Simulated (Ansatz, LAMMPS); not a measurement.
# Zn2+ triflate in ethylene carbonate and dimethyl sulfoxide, from a frame at 400 K (191 atoms): geometry optimisation, part 2 of 3

Wanted: the relaxed structure of Zn2+ triflate in ethylene carbonate and dimethyl sulfoxide, from a frame at 400 K (191 atoms) and its electronic structure.

Ansatz 0.2.0; Kohn-Sham DFT, revPBE+D4, PAW (set soft_2), plane waves.

The cell: 46 O, 41 C, 70 H, 13 S, 18 F and 3 Zn. The network of contacts between molecules at the start is that of the classical potential that made the cell. The density was typed from a rule of thumb and may lie off the real one at this temperature. Only the Γ point is sampled, in a cell whose shortest periodic width is 13 Å.

So far. Step 3 (Single point at the start): Neighbours are counted within 1.34 Å (H-C), 1.73 Å (O-C), 1.93 Å (O-S), 2.50 Å (O-Zn), 1.85 Å (C-C), 1.62 Å (C-F), 2.21 Å (C-S).

## 4. Relaxation

The atoms are relaxed in the fixed cell, aiming at the force tolerance of the input.

Contents of input.yaml:

```yaml
crystal:
  lattice:
    - [13.37559, 0.0, 0.0]
    - [0.0, 13.37559, 0.0]
    - [0.0, 0.0, 13.37559]
  atoms:
    [... the 191 atom lines of step 3 ...]
kpoints:
  mp_grid: { grid: [1, 1, 1] }
hamiltonian:
  xc: revpbe
  dispersion: d4
scf:
  occupations: { method: fermi_dirac, width: 0.05 }
output:
  forces: true
relax:
  f_tol: 0.05
  max_steps: 200
```

Started as:

```sh
ansatz run input.yaml --threads 4 --pin off --max-ram 8192MiB --backend cpu --events-out ev --progress --plain --runs-dir out
```

Numbers of over 12 decimals in the logs are rounded to 6 here.

The log of the run:

```text
[...]
Crystal: 191 atoms, lattice volume = 2392.979 Å³
Basis set: ecut = 420 eV, 46753 PW (Γ), exchange–correlation on 180×180×180 points (8 copies of the dense FFT grid, shifted against one another)
Bands: 566, of which v1, the nominal top of the filled ones, is band 375 counted from 1 (374 counted from 0)
Symmetry: 1 space group operations
[...]
k-points: 1
[...]
SCF iter   1: F=—  HF=-73896.735049 eV  |F-HF|=—  |Δ(HF+E_count)|=         —  Δρ=7.38e-3  dr2=1.51e0  ethr=1.77e-3  ⟨swp⟩=6.0  Hψ=2645  notcnv=0  defer=59
[...]
SCF iter   8: F=-73896.416178 eV  HF=-73896.416196 eV  |F-HF|=1.83e-5  |Δ(HF+E_count)|=   4.95e-5  Δρ=2.13e-5  dr2=1.02e-5  ethr=7.07e-9  ⟨swp⟩=4.0  Hψ=1507  notcnv=0
SCF 1 converged in 8 iterations: F = -73896.416178 eV  dr2 = 1.02e-5
[...]
relax step   1: F+E_penalty+E_count = -73896.41617786 eV  Δ(F+E_penalty+E_count) = +0.000e0 eV  max|allowed force component| = 4.814e0 eV/Å  Δτ_max = 0.0000 Å  (8 SCF iters, dr2 threshold 6.25e-5 eV, accepted)
[...]
relax step   2: F+E_penalty+E_count = -73906.24412625 eV  Δ(F+E_penalty+E_count) = -9.828e0 eV  max|allowed force component| = 2.526e0 eV/Å  Δτ_max = 0.1947 Å  (7 SCF iters, dr2 threshold 1.00e-4 eV, accepted)
[...]
relax step   3: F+E_penalty+E_count = -73909.66121665 eV  Δ(F+E_penalty+E_count) = -3.417e0 eV  max|allowed force component| = 1.504e0 eV/Å  Δτ_max = 0.1947 Å  (7 SCF iters, dr2 threshold 1.00e-4 eV, accepted)
relax step   4: F+E_penalty+E_count = -73910.64358722 eV  Δ(F+E_penalty+E_count) = -9.824e-1 eV  max|allowed force component| = 1.748e0 eV/Å  Δτ_max = 0.1912 Å  (7 SCF iters, dr2 threshold 1.00e-4 eV, accepted)
relax step   5: F+E_penalty+E_count = -73911.35607366 eV  Δ(F+E_penalty+E_count) = -7.125e-1 eV  max|allowed force component| = 9.509e-1 eV/Å  Δτ_max = 0.1938 Å  (7 SCF iters, dr2 threshold 1.00e-4 eV, accepted)
relax step   6: F+E_penalty+E_count = -73911.86891702 eV  Δ(F+E_penalty+E_count) = -5.128e-1 eV  max|allowed force component| = 4.781e-1 eV/Å  Δτ_max = 0.1920 Å  (7 SCF iters, dr2 threshold 1.00e-4 eV, accepted)
relax step   7: F+E_penalty+E_count = -73912.23887902 eV  Δ(F+E_penalty+E_count) = -3.700e-1 eV  max|allowed force component| = 4.895e-1 eV/Å  Δτ_max = 0.1947 Å  (7 SCF iters, dr2 threshold 5.78e-5 eV, accepted)
relax step   8: F+E_penalty+E_count = -73912.52257485 eV  Δ(F+E_penalty+E_count) = -2.837e-1 eV  max|allowed force component| = 3.998e-1 eV/Å  Δτ_max = 0.1949 Å  (7 SCF iters, dr2 threshold 6.06e-5 eV, accepted)
relax step   9: F+E_penalty+E_count = -73912.72892393 eV  Δ(F+E_penalty+E_count) = -2.063e-1 eV  max|allowed force component| = 3.556e-1 eV/Å  Δτ_max = 0.1903 Å  (7 SCF iters, dr2 threshold 1.00e-4 eV, accepted)
relax step  10: F+E_penalty+E_count = -73912.87482593 eV  Δ(F+E_penalty+E_count) = -1.459e-1 eV  max|allowed force component| = 4.800e-1 eV/Å  Δτ_max = 0.1905 Å  (7 SCF iters, dr2 threshold 8.43e-5 eV, accepted)
relax step  11: F+E_penalty+E_count = -73912.97128022 eV  Δ(F+E_penalty+E_count) = -9.645e-2 eV  max|allowed force component| = 5.130e-1 eV/Å  Δτ_max = 0.1945 Å  (7 SCF iters, dr2 threshold 1.00e-4 eV, accepted)
relax step  12: F+E_penalty+E_count = -73913.05125623 eV  Δ(F+E_penalty+E_count) = -7.998e-2 eV  max|allowed force component| = 4.852e-1 eV/Å  Δτ_max = 0.1948 Å  (7 SCF iters, dr2 threshold 1.00e-4 eV, accepted)
relax step  13: F+E_penalty+E_count = -73913.10676302 eV  Δ(F+E_penalty+E_count) = -5.551e-2 eV  max|allowed force component| = 3.978e-1 eV/Å  Δτ_max = 0.1236 Å  (6 SCF iters, dr2 threshold 1.00e-4 eV, accepted)
relax step  14: F+E_penalty+E_count = -73913.17118947 eV  Δ(F+E_penalty+E_count) = -6.443e-2 eV  max|allowed force component| = 2.403e-1 eV/Å  Δτ_max = 0.1950 Å  (7 SCF iters, dr2 threshold 1.00e-4 eV, accepted)
relax step  15: F+E_penalty+E_count = -73913.19951741 eV  Δ(F+E_penalty+E_count) = -2.833e-2 eV  max|allowed force component| = 2.322e-1 eV/Å  Δτ_max = 0.1486 Å  (7 SCF iters, dr2 threshold 2.11e-5 eV, accepted)
relax step  16: F+E_penalty+E_count = -73913.22260376 eV  Δ(F+E_penalty+E_count) = -2.309e-2 eV  max|allowed force component| = 2.237e-1 eV/Å  Δτ_max = 0.1137 Å  (7 SCF iters, dr2 threshold 1.97e-5 eV, accepted)
relax step  17: F+E_penalty+E_count = -73913.24468478 eV  Δ(F+E_penalty+E_count) = -2.208e-2 eV  max|allowed force component| = 1.588e-1 eV/Å  Δτ_max = 0.1137 Å  (7 SCF iters, dr2 threshold 4.65e-5 eV, accepted)
relax step  18: F+E_penalty+E_count = -73913.26087675 eV  Δ(F+E_penalty+E_count) = -1.619e-2 eV  max|allowed force component| = 1.859e-1 eV/Å  Δτ_max = 0.1221 Å  (8 SCF iters, dr2 threshold 1.27e-5 eV, accepted)
relax step  19: F+E_penalty+E_count = -73913.27203383 eV  Δ(F+E_penalty+E_count) = -1.116e-2 eV  max|allowed force component| = 1.745e-1 eV/Å  Δτ_max = 0.1116 Å  (7 SCF iters, dr2 threshold 1.74e-5 eV, accepted)
relax step  20: F+E_penalty+E_count = -73913.28451660 eV  Δ(F+E_penalty+E_count) = -1.248e-2 eV  max|allowed force component| = 1.350e-1 eV/Å  Δτ_max = 0.0771 Å  (7 SCF iters, dr2 threshold 2.68e-5 eV, accepted)
relax step  21: F+E_penalty+E_count = -73913.30088258 eV  Δ(F+E_penalty+E_count) = -1.637e-2 eV  max|allowed force component| = 1.909e-1 eV/Å  Δτ_max = 0.1426 Å  (8 SCF iters, dr2 threshold 1.09e-5 eV, accepted)
relax step  22: F+E_penalty+E_count = -73913.31238811 eV  Δ(F+E_penalty+E_count) = -1.151e-2 eV  max|allowed force component| = 2.569e-1 eV/Å  Δτ_max = 0.0968 Å  (7 SCF iters, dr2 threshold 2.18e-5 eV, accepted)
relax step  23: F+E_penalty+E_count = -73913.32540478 eV  Δ(F+E_penalty+E_count) = -1.302e-2 eV  max|allowed force component| = 3.535e-1 eV/Å  Δτ_max = 0.1070 Å  (6 SCF iters, dr2 threshold 6.60e-5 eV, accepted)
relax step  24: F+E_penalty+E_count = -73913.33830571 eV  Δ(F+E_penalty+E_count) = -1.290e-2 eV  max|allowed force component| = 3.634e-1 eV/Å  Δτ_max = 0.0698 Å  (6 SCF iters, dr2 threshold 1.00e-4 eV, accepted)
[...]
relax step  34: F+E_penalty+E_count = -73913.52505542 eV  Δ(F+E_penalty+E_count) = -1.646e-2 eV  max|allowed force component| = 2.252e-1 eV/Å  Δτ_max = 0.1640 Å  (7 SCF iters, dr2 threshold 5.27e-5 eV, accepted)
relax step  35: F+E_penalty+E_count = -73913.53903780 eV  Δ(F+E_penalty+E_count) = -1.398e-2 eV  max|allowed force component| = 2.367e-1 eV/Å  Δτ_max = 0.1072 Å  (7 SCF iters, dr2 threshold 2.75e-5 eV, accepted)
relax step  36: F+E_penalty+E_count = -73913.55311341 eV  Δ(F+E_penalty+E_count) = -1.408e-2 eV  max|allowed force component| = 2.001e-1 eV/Å  Δτ_max = 0.0754 Å  (6 SCF iters, dr2 threshold 3.04e-5 eV, accepted)
relax step  37: F+E_penalty+E_count = -73913.56365827 eV  Δ(F+E_penalty+E_count) = -1.054e-2 eV  max|allowed force component| = 1.764e-1 eV/Å  Δτ_max = 0.0771 Å  (6 SCF iters, dr2 threshold 2.86e-5 eV, accepted)
relax step  38: F+E_penalty+E_count = -73913.56909917 eV  Δ(F+E_penalty+E_count) = -5.441e-3 eV  max|allowed force component| = 1.455e-1 eV/Å  Δτ_max = 0.0573 Å  (7 SCF iters, dr2 threshold 2.22e-5 eV, accepted)
relax step  39: F+E_penalty+E_count = -73913.57339353 eV  Δ(F+E_penalty+E_count) = -4.294e-3 eV  max|allowed force component| = 9.340e-2 eV/Å  Δτ_max = 0.0566 Å  (7 SCF iters, dr2 threshold 1.44e-5 eV, accepted)
relax step  40: F+E_penalty+E_count = -73913.57637429 eV  Δ(F+E_penalty+E_count) = -2.981e-3 eV  max|allowed force component| = 7.793e-2 eV/Å  Δτ_max = 0.0518 Å  (7 SCF iters, dr2 threshold 3.59e-6 eV, accepted)
relax step  41: F+E_penalty+E_count = -73913.57840052 eV  Δ(F+E_penalty+E_count) = -2.026e-3 eV  max|allowed force component| = 4.820e-2 eV/Å  Δτ_max = 0.0526 Å  (7 SCF iters, dr2 threshold 2.50e-6 eV, accepted)
[...]
relax step  42: F+E_penalty+E_count = -73913.57840116 eV  Δ(F+E_penalty+E_count) = -6.459e-7 eV  max|allowed force component| = 4.831e-2 eV/Å  Δτ_max = 0.0000 Å  (4 SCF iters, accepted)
SCF converged after 4 iterations
Free energy (F): -73913.578401 eV
[...]
Internal energy: -73913.578401 eV  (E = F + TS)
E sigma→0 (E₀):  -73913.578401 eV
Fermi energy:    2.579191 eV
[...]
--- Forces (eV/Å), atoms counted from 1 ---
  atom   1  O     -0.00664116     0.01137000     0.00431457
  atom   2  C      0.00342644    -0.00474655     0.00154092
  atom   3  O     -0.00137154     0.00852815     0.00409936
  atom   4  C     -0.00791220     0.00398442    -0.00120313
  atom   5  C      0.00045742    -0.00051644     0.00807007
  atom   6  O      0.00097354    -0.00545814     0.00414320
  atom   7  H     -0.00851355    -0.00616312    -0.00126013
  atom   8  H      0.00693979     0.00631061    -0.01356006
  atom   9  H      0.01341231     0.00670491    -0.00329901
  atom  10  H      0.00248700    -0.01377640     0.00004875
  atom  11  O      0.00484277     0.01242072     0.00275700
  atom  12  C      0.00743966    -0.03902188    -0.00132287
  atom  13  O      0.03229386     0.02324864     0.00390883
  atom  14  C      0.00916783     0.01693750     0.00308720
[...]
atom 190  Zn     0.00293035     0.00184770     0.00577353
  atom 191  Zn    -0.00317810     0.01024013    -0.00175737
  max |Σ_I F_I| component: 1.05e-4 eV/Å
--- Relaxed structure (42 steps of the walk, 42 accepted, 0 SCFs on fresh bases) ---
  F+E_penalty+E_count = -73913.57840116 eV   max|allowed force component| = 4.831e-2 eV/Å
  atoms:
    - { symbol: O, position: [0.887886, 0.396689, 0.971555] }
    - { symbol: C, position: [0.851517, 0.446101, 0.040269] }
    - { symbol: O, position: [0.885319, 0.441715, 0.133948] }
    - { symbol: C, position: [0.827428, 0.509637, 0.196628] }
[...]
- { symbol: Zn, position: [0.551601, 0.118146, 0.391807] }
```

It took 37 min on 4 threads of Arm Neoverse N1, shared host; peak memory 3.6 GiB; 2.4 h of CPU time.

Step by step (22 of 42):

| step | energy less that of the first step (eV) | largest force component (eV/Å) |
| --- | --- | --- |
| 1 | 0.0000 | 4.8137 |
| 3 | -13.2450 | 1.5044 |
| 5 | -14.9399 | 0.9509 |
| 7 | -15.8227 | 0.4895 |
| 9 | -16.3127 | 0.3556 |
| 11 | -16.5551 | 0.5130 |
| 13 | -16.6906 | 0.3978 |
| 15 | -16.7833 | 0.2322 |
| 17 | -16.8285 | 0.1588 |
| 19 | -16.8559 | 0.1745 |
| 21 | -16.8847 | 0.1909 |
| 22 | -16.8962 | 0.2569 |
| 24 | -16.9221 | 0.3634 |
| 26 | -16.9544 | 0.4161 |
| 28 | -16.9902 | 0.4823 |
| 30 | -17.0308 | 0.5228 |
| 32 | -17.0727 | 0.3595 |
| 34 | -17.1089 | 0.2252 |
| 36 | -17.1369 | 0.2001 |
| 38 | -17.1529 | 0.1455 |
| 40 | -17.1602 | 0.0779 |
| 42 | -17.1622 | 0.0483 |

The atoms that moved most (Å):

```
atom      dx      dy      dz  length
H125  -0.552   2.465   0.251   2.538
H137  -0.497  -1.068   2.004   2.325
H128  -1.952   0.366   1.184   2.312
H136  -0.494  -0.947   2.024   2.289
F179   0.245  -1.918   1.098   2.224
F188   0.232  -1.950   1.035   2.220
H129  -1.769   1.295   0.013   2.192
H126   1.076   1.867  -0.309   2.177
```

The relaxation changed the energy by -89.9 meV/atom, and atoms moved by 1.0 Å r.m.s., 2.5 Å at most.

## 5. Local order after relaxation

Bonds before and after, by the cutoffs listed below:

```csv
pair,bonds before,bonds after,mean before (Å),mean after (Å),spread before (Å),spread after (Å)
H-C,70,70,1.096,1.094,0.031,0.002
O-C,35,35,1.355,1.365,0.074,0.088
O-S,25,25,1.471,1.487,0.028,0.032
O-Zn,18,18,1.916,2.123,0.110,0.073
C-C,7,7,1.494,1.535,0.028,0.004
C-F,18,18,1.366,1.355,0.039,0.005
C-S,20,20,1.836,1.829,0.033,0.032
```

Density 1.56 g/cm³, 12.53 Å³ an atom.

Pair distribution functions g(r), in bins of 0.2 Å:

| r (Å) | total | H-H | H-O | H-C | H-F | H-S | H-Zn |
| --- | --- | --- | --- | --- | --- | --- | --- |
| 1.00 | 3.16 | 0.00 | 0.00 | 20.10 | 0.00 | 0.00 | 0.00 |
| 1.20 | 0.24 | 0.00 | 0.00 | 0.00 | 0.00 | 0.00 | 0.00 |
| 1.40 | 1.68 | 0.00 | 0.00 | 0.00 | 0.00 | 0.00 | 0.00 |
| 1.60 | 0.31 | 0.00 | 0.00 | 0.00 | 0.00 | 0.00 | 0.00 |
| 1.80 | 1.20 | 6.67 | 0.00 | 0.00 | 0.00 | 0.00 | 0.00 |
| 2.00 | 0.45 | 0.00 | 1.93 | 0.00 | 0.00 | 0.00 | 0.00 |
| 2.20 | 0.94 | 0.07 | 0.06 | 1.88 | 0.00 | 0.00 | 0.00 |
| 2.40 | 0.97 | 1.20 | 0.51 | 0.00 | 0.26 | 7.71 | 0.00 |
| 2.60 | 0.73 | 1.15 | 1.07 | 0.00 | 0.64 | 0.00 | 0.00 |
| 2.80 | 0.78 | 0.95 | 1.54 | 1.19 | 0.76 | 0.26 | 0.00 |
| 3.00 | 1.22 | 1.25 | 1.49 | 1.21 | 0.92 | 0.90 | 0.00 |
| 3.20 | 0.89 | 1.02 | 1.10 | 0.75 | 1.19 | 0.61 | 0.00 |
| 3.40 | 0.79 | 0.37 | 0.56 | 0.71 | 0.85 | 0.91 | 0.78 |
| 3.60 | 0.92 | 0.60 | 0.98 | 1.22 | 0.76 | 0.72 | 1.07 |
| 3.80 | 1.07 | 1.28 | 0.83 | 1.24 | 0.79 | 1.17 | 1.27 |
| 4.00 | 0.81 | 0.98 | 0.98 | 0.61 | 0.89 | 0.79 | 1.40 |
| 4.20 | 1.03 | 0.79 | 1.09 | 0.79 | 0.91 | 0.59 | 1.01 |
| 4.40 | 1.00 | 1.00 | 1.16 | 0.92 | 1.30 | 0.43 | 0.71 |
| 4.60 | 0.98 | 1.04 | 1.04 | 0.80 | 1.21 | 0.69 | 1.09 |
| 4.80 | 1.05 | 0.98 | 1.14 | 1.04 | 1.34 | 1.78 | 1.55 |
| 5.00 | 1.06 | 0.84 | 0.92 | 1.33 | 1.09 | 1.13 | 2.54 |
| 5.20 | 1.10 | 0.89 | 1.02 | 1.22 | 1.29 | 1.47 | 1.01 |
| 5.40 | 1.05 | 1.00 | 0.95 | 0.94 | 0.70 | 0.90 | 1.39 |
| 5.60 | 1.04 | 1.08 | 1.01 | 1.14 | 1.04 | 0.91 | 0.87 |
| 5.80 | 1.02 | 0.87 | 1.03 | 0.97 | 1.24 | 0.96 | 1.20 |
| 6.00 | 1.04 | 1.27 | 1.18 | 0.92 | 1.09 | 0.95 | 1.26 |
| 6.20 | 1.09 | 0.91 | 1.33 | 1.16 | 1.28 | 1.20 | 1.06 |
| 6.40 | 0.99 | 1.02 | 1.02 | 1.04 | 0.77 | 1.06 | 1.22 |

Bonds by pair of elements; cutoffs follow the first minimum of g(r), held within bounds set by covalent radii, and pairs that aren't listed don't count as bonded:

| pair A-B | cutoff (Å) | bonds | mean length (Å) | spread (Å) | shortest (Å) | B about A | A about B |
| --- | --- | --- | --- | --- | --- | --- | --- |
| H-C | 1.34 | 70 | 1.09 | 0.002 | 1.09 | 1 | 1.71 |
| O-C | 1.73 | 35 | 1.36 | 0.088 | 1.21 | 0.761 | 0.854 |
| O-S | 1.93 | 25 | 1.49 | 0.032 | 1.46 | 0.543 | 1.92 |
| O-Zn | 2.5 | 18 | 2.12 | 0.073 | 2.03 | 0.391 | 6 |
| C-C | 1.85 | 7 | 1.53 | 0.004 | 1.53 | 0.341 | 0.341 |
| C-F | 1.62 | 18 | 1.35 | 0.005 | 1.34 | 0.439 | 1 |
| C-S | 2.21 | 20 | 1.83 | 0.032 | 1.80 | 0.488 | 1.54 |

How many atoms have how many bonded neighbours:

```
element  mean   1   2  3   4  6
      C  3.83   0   0  7  34  0
      F     1  18   0  0   0  0
      H     1  70   0  0   0  0
      O  1.70  14  32  0   0  0
      S  3.46   0   0  7   6  0
     Zn     6   0   0  0   0  3
```

Bond angles, per cent of each kind in bins of 5°:

```csv
angle (°),H-C-H,O-Zn-O,H-C-S,C-S-O,C-C-H
80–85,0.0,8.9,0.0,0.0,0.0
85–90,0.0,28.9,0.0,0.0,0.0
90–95,0.0,33.3,0.0,0.0,0.0
95–100,0.0,8.9,0.0,3.1,0.0
100–105,0.0,0.0,0.0,62.5,0.0
105–110,8.9,0.0,95.2,34.4,0.0
110–115,91.1,0.0,4.8,0.0,100.0
115–120,0.0,0.0,0.0,0.0,0.0
120–125,0.0,0.0,0.0,0.0,0.0
125–130,0.0,0.0,0.0,0.0,0.0
130–135,0.0,0.0,0.0,0.0,0.0
135–140,0.0,0.0,0.0,0.0,0.0
140–145,0.0,0.0,0.0,0.0,0.0
145–150,0.0,0.0,0.0,0.0,0.0
150–155,0.0,0.0,0.0,0.0,0.0
155–160,0.0,0.0,0.0,0.0,0.0
160–165,0.0,0.0,0.0,0.0,0.0
165–170,0.0,4.4,0.0,0.0,0.0
170–175,0.0,6.7,0.0,0.0,0.0
175–180,0.0,8.9,0.0,0.0,0.0
```

Bond angles (no mean is given where the spread exceeds 20°):

```csv
angle,count,mean (°),spread (°)
H-C-H,56,111,0.7
O-Zn-O,45,-,-
H-C-S,42,108,1.2
C-S-O,32,104,2.1
C-C-H,28,113,0.5
```

Bond length by coordination (bonds to H left out):

```
element  coordination  atoms  mean bond length (Å)
      C             3      7                  1.30
      C             4     34                  1.56
      O             1     14                  1.43
      O             2     32                  1.61
      S             3      7                  1.72
      S             4      6                  1.57
```

Rings of the network by King's shortest-path rule, up to 12 atoms, one path for each pair of neighbours; H, halogens, alkali and alkaline-earth atoms are left out, and the last column divides by all other atoms, bonded or not:

```
ring size (atoms)  rings  per network atom
                5      7             0.068
                8      1              0.01
```

With the cutoffs above, 83 % of C atoms have 4, all F atoms have 1, all H atoms have 1 and 70 % of O atoms have 2 bonded neighbours. The H-C-H angle averages 111° with a spread of 0.7°. Rings of 5 atoms are the most common (88 % of those counted); sizes run from 5 to 8.

(Continued in part 3 of 3.)

[Logs are printed without paths, hosts, clocks, repeated set-up lines and the standing remarks that a program may print on its own settings, such as how far it seeks lower states.]

[Hosts, paths, dates, database ids (printed as entryN), source tags and the programs' standing remarks are cut or masked in the printed files.]
